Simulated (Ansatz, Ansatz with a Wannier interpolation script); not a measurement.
**Settings in Wannier-interpolated G0W0: Sb (buckled honeycomb monolayer)**

Aim: vary the Wannier model and the GW settings for Sb (buckled honeycomb monolayer) and see what the interpolated bands lose.

Main program and level: Ansatz 0.2.0; maximally localised Wannier functions, LDA, plane waves, PAW.

This is a report of a sequence of runs, with most program output left out.

## (1) The structure

The cell holds 2 atoms: 2 Sb. Cell: a = 4.019 Å, b = 4.019 Å, c = 26.400 Å, α = 90.0°, β = 90.0°, γ = 120.0°. Vacuum lies along c.

The structure was relaxed with LDA. The structure was generated from a model, not taken from a measurement. The runs that relaxed it are not among those shown. Spin-orbit coupling is left out unless a step names it. The default PAW set here is soft_2. Its files were made with PBE. The Coulomb interaction is cut off across the vacuum.

## (2) Wannier model on 12×12×1

Localised functions give a small Hamiltonian that interpolates between mesh points at no cost.

input.yaml

```yaml
crystal:
  lattice:
    - [4.0191575202, 0.0, 0.0]
    - [-2.0095787601, 3.4806925143, 0.0]
    - [0.0, 0.0, 26.4]
  atoms:
    - { symbol: Sb, position: [0.3333333333, 0.6666666667, 0.469352981] }
    - { symbol: Sb, position: [0.6666666667, 0.3333333333, 0.530647019] }
  periodic: [true, true, false]
kpoints:
  mp_grid: { grid: [6, 6, 1] }
hamiltonian:
  xc: lda
scf:
  occupations: { method: fixed }
  n_extra_bands: 181
output:
  wannier:
    kmesh: [12, 12, 1]
    projections: [{ species: Sb, l: p, shell: 5 }]
    minimise: true
    write_hr: true
    seedname: w
    conv_tol: 1.0e-07
    max_iter: 4000
    disentanglement:
      window: [-8.96, 0.87]
      frozen_window: [-8.96, -2.13]
      conv_tol: 1.0e-08
```

On the command line:

```sh
$ ansatz run input.yaml --threads 12 --pin off --max-ram 27648MiB --backend cpu --events-out ev --progress --plain --runs-dir out
```

Wall time 17 s (12 threads of Intel Xeon 6975P-C (Granite Rapids), shared host); peak memory 4.1 GiB.

This step gave:

- gauge-invariant spread: 22.62 Å²
- diagonal spread: 0.1751 Å²
- off-diagonal spread: 0.7094 Å²
- total spread: 23.50 Å²
- least projectability: 0.4129
- localisation steps: 24
- disentanglement steps: 51
- r.m.s. interpolation error: 6.27e-4 eV
- r.m.s. error near the gap: 6.93e-4 eV

Near the gap the model misses directly solved bands by 0.7 meV r.m.s. and by 2 meV at most in the window tested. This tests the starting bands, not the corrections carried with them.

## (3) Wannier model on 6×6×1

Edit input.yaml of step 2 so:

```diff
@@ -18,3 +18,3 @@
   wannier:
-    kmesh: [12, 12, 1]
+    kmesh: [6, 6, 1]
     projections: [{ species: Sb, l: p, shell: 5 }]
```

Run time: 7.6 s. Hardware: 12 threads; peak memory 3.2 GiB.

Numbers from this step:

| Item | Value |
| --- | --- |
| gauge-invariant spread | 20.22 Å² |
| diagonal spread | 0.1617 Å² |
| off-diagonal spread | 0.9021 Å² |
| total spread | 21.28 Å² |
| least projectability | 0.4129 |
| localisation steps | 25 |
| disentanglement steps | 34 |
| r.m.s. interpolation error | 0.03007 eV |
| r.m.s. error near the gap | 0.02464 eV |

Near the gap the model misses directly solved bands by 24.6 meV r.m.s. and by 89 meV at most in the window tested. This tests the starting bands, not the corrections carried with them.

Frozen up to 2.82 eV; above it the model need not follow the bands. The electronic bands at the labelled points (eV, zero at the valence-band top; v1 is the highest filled band, c1 the lowest empty one):

```csv
point,v3,v2,v1,c1,c2,c3
Γ,-0.82,0.00,0.00,1.66,2.86,2.86
halfway,-2.84,-1.01,-0.70,1.24,3.55,3.59
M,-3.21,-1.69,-1.67,1.55,2.32,3.62
halfway,-3.46,-2.23,-1.65,1.89,2.98,3.27
K,-3.86,-1.98,-1.98,1.29,3.58,3.58
halfway,-2.91,-2.03,-0.65,2.11,2.75,3.89
Γ,-0.82,0.00,0.00,1.66,2.86,2.86
```

The same for Kohn-Sham, solved directly:

| point | v3 | v2 | v1 | c1 | c2 | c3 |
| --- | --- | --- | --- | --- | --- | --- |
| Γ | -0.82 | 0.00 | 0.00 | 1.66 | 2.86 | 2.86 |
| M | -3.21 | -1.69 | -1.67 | 1.55 | 2.32 | 3.62 |
| K | -3.86 | -1.98 | -1.98 | 1.29 | 3.58 | 3.58 |
| Γ | -0.82 | 0.00 | 0.00 | 1.66 | 2.86 | 2.86 |

## (4) A faulty Wannier input

Edit input.yaml of step 3 so:

```diff
@@ -25,5 +25,2 @@
     max_iter: 4000
-    disentanglement:
-      window: [-8.96, 0.87]
-      frozen_window: [-8.96, -2.13]
-      conv_tol: 1.0e-08
+    disentanglement: { window: [-8.96, 0.87] }
```

Run time: 8 s. Hardware: 12 threads; peak memory 3.1 GiB; 86 s of CPU time.

Numbers from this step:

```yaml
gauge_invariant_spread: 19.79 Å²
diagonal_spread: 0.1540 Å²
off_diagonal_spread: 0.8667 Å²
total_spread: 20.81 Å²
least_projectability: 0.3978
localisation_steps: 25
disentanglement_steps: 89
r_m_s_interpolation_error: 0.04066 eV
r_m_s_error_near_the_gap: 0.04179 eV
```

No frozen window. Electronic bands along the path, in eV, zero at the valence-band top; v1 is the highest filled band, c1 the lowest empty one:

| point | v3 | v2 | v1 | c1 | c2 | c3 |
| --- | --- | --- | --- | --- | --- | --- |
| Γ | -0.79 | 0.00 | 0.00 | 1.70 | 2.86 | 2.86 |
| halfway | -2.84 | -1.02 | -0.69 | 1.24 | 3.59 | 3.66 |
| M | -3.18 | -1.69 | -1.67 | 1.69 | 2.32 | 3.62 |
| halfway | -3.42 | -2.24 | -1.65 | 1.89 | 2.99 | 3.29 |
| K | -3.86 | -1.98 | -1.98 | 1.29 | 3.58 | 3.58 |
| halfway | -2.91 | -2.02 | -0.64 | 2.16 | 2.76 | 3.91 |
| Γ | -0.79 | 0.00 | 0.00 | 1.70 | 2.86 | 2.86 |

The same for Kohn-Sham, solved directly:

```csv
point,v3,v2,v1,c1,c2,c3
Γ,-0.82,0.00,0.00,1.66,2.86,2.86
M,-3.21,-1.69,-1.67,1.55,2.32,3.62
K,-3.86,-1.98,-1.98,1.29,3.58,3.58
Γ,-0.82,0.00,0.00,1.66,2.86,2.86
```

The fault put into this input: nothing frozen.

## (5) G0W0: 6×6×1 mesh, 600 empty bands, screening to 80 eV

Now the one-shot GW correction: screening in the RPA, then the self-energy of the levels asked for.

This step: G0W0 on LDA, plane waves, PAW.

input.yaml, the sections that differ from step 4:

```yaml
scf:
  occupations: { method: fixed }
gw:
  n_empty_bands: 600
  ecut_chi: 80.0
  qp_bands: [v3, c3]
  screening: { model: contour_deformation }
# crystal, kpoints, hamiltonian: as in step 4
# output: removed
```

It took 57 s on 12 threads; peak memory 6.5 GiB.

The G0W0 gap on the mesh is 1.866 eV.

## (6) G0W0: 3×3×1 mesh, 600 empty bands, screening to 80 eV

Edit input.yaml of step 5 so:

```diff
@@ -10,3 +10,3 @@
 kpoints:
-  mp_grid: { grid: [6, 6, 1] }
+  mp_grid: { grid: [3, 3, 1] }
 hamiltonian:
```

It took 13 s on 12 threads; peak memory 3 GiB.

The G0W0 gap on the mesh is 1.521 eV.

## (7) G0W0: 6×6×1 mesh, 278 empty bands, screening to 48 eV, plasmon pole

input.yaml, the sections that differ from step 6:

```yaml
kpoints:
  mp_grid: { grid: [6, 6, 1] }
gw:
  n_empty_bands: 278
  ecut_chi: 48
  qp_bands: [v3, c3]
  screening: { model: godby_needs }
# crystal, hamiltonian, scf: as in step 6
```

Elapsed: 16 s, on 12 threads; peak memory 2.7 GiB.

The G0W0 gap on the mesh is 1.771 eV.

## (8) Interpolated results

Times are wall times on 12 threads of Intel Xeon 6975P-C (Granite Rapids), shared host, good to a factor of about two.

```
GW mesh  empty bands  cutoff (eV)            frequency  gap on mesh (eV)  gap over zone (eV)  direct gap (eV)  valence width (eV)  GW time
  6×6×1          600           80  contour deformation             1.866               1.831            2.609               3.976     57 s
  3×3×1          600           80  contour deformation             1.521               1.543            2.331               4.051     13 s
  6×6×1          278           48         plasmon pole             1.771               1.749            2.642               4.257     16 s
```

## (9) Results

- 6×6×1 mesh, 600 empty bands, screening to 80 eV: 1.83 eV
- 3×3×1 mesh, 600 empty bands, screening to 80 eV: 1.54 eV
- 6×6×1 mesh, 278 empty bands, screening to 48 eV, plasmon pole: 1.75 eV

What this shows: The largest change, −0.29 eV in the gap over the zone, comes with 3×3×1 mesh, 600 empty bands, screening to 80 eV. The first run is a reference, not a converged one, and where a row moves several settings no single cause can be named. Rows on another GW mesh add that mesh's corrections to the bands of the one model. Coarser Wannier mesh (6×6×1): the miss near the gap goes from under 1 (the model on 12×12×1) to 25 meV and the total spread from 23.5 to 21.3 Å². Nothing frozen (6×6×1): the miss near the gap goes from 25 (the model on 6×6×1) to 42 meV and the total spread from 21.3 to 20.8 Å². With 3×3×1 mesh, 600 empty bands, screening to 80 eV the gap over the zone moves by −0.29 eV and that on the mesh by −0.34 eV. With 6×6×1 mesh, 278 empty bands, screening to 48 eV, plasmon pole the gap over the zone moves by −0.08 eV and that on the mesh by −0.09 eV. Gaps over the zone and on the mesh differ where an edge lies off the mesh, or where a GW run starts from another density: the starting gap over the zone is 1.121 eV, on the GW meshes it is 1.138 eV and 1.089 eV. The many-body steps are scalar-relativistic: spin-orbit coupling is not in them.

[Paths, hosts, dates, memory and timing lines, banners, echoed tables and standing remarks are left out of the program output.]

[Logs are printed without paths, hosts, clocks, repeated set-up lines and the standing remarks that a program may print on its own settings, such as how far it seeks lower states.]

[Runs of the session that timed out or met a known fault of the program may be left out.]

[Hosts, paths, dates, database ids (printed as entryN), source tags and the programs' standing remarks are cut or masked in the printed files.]
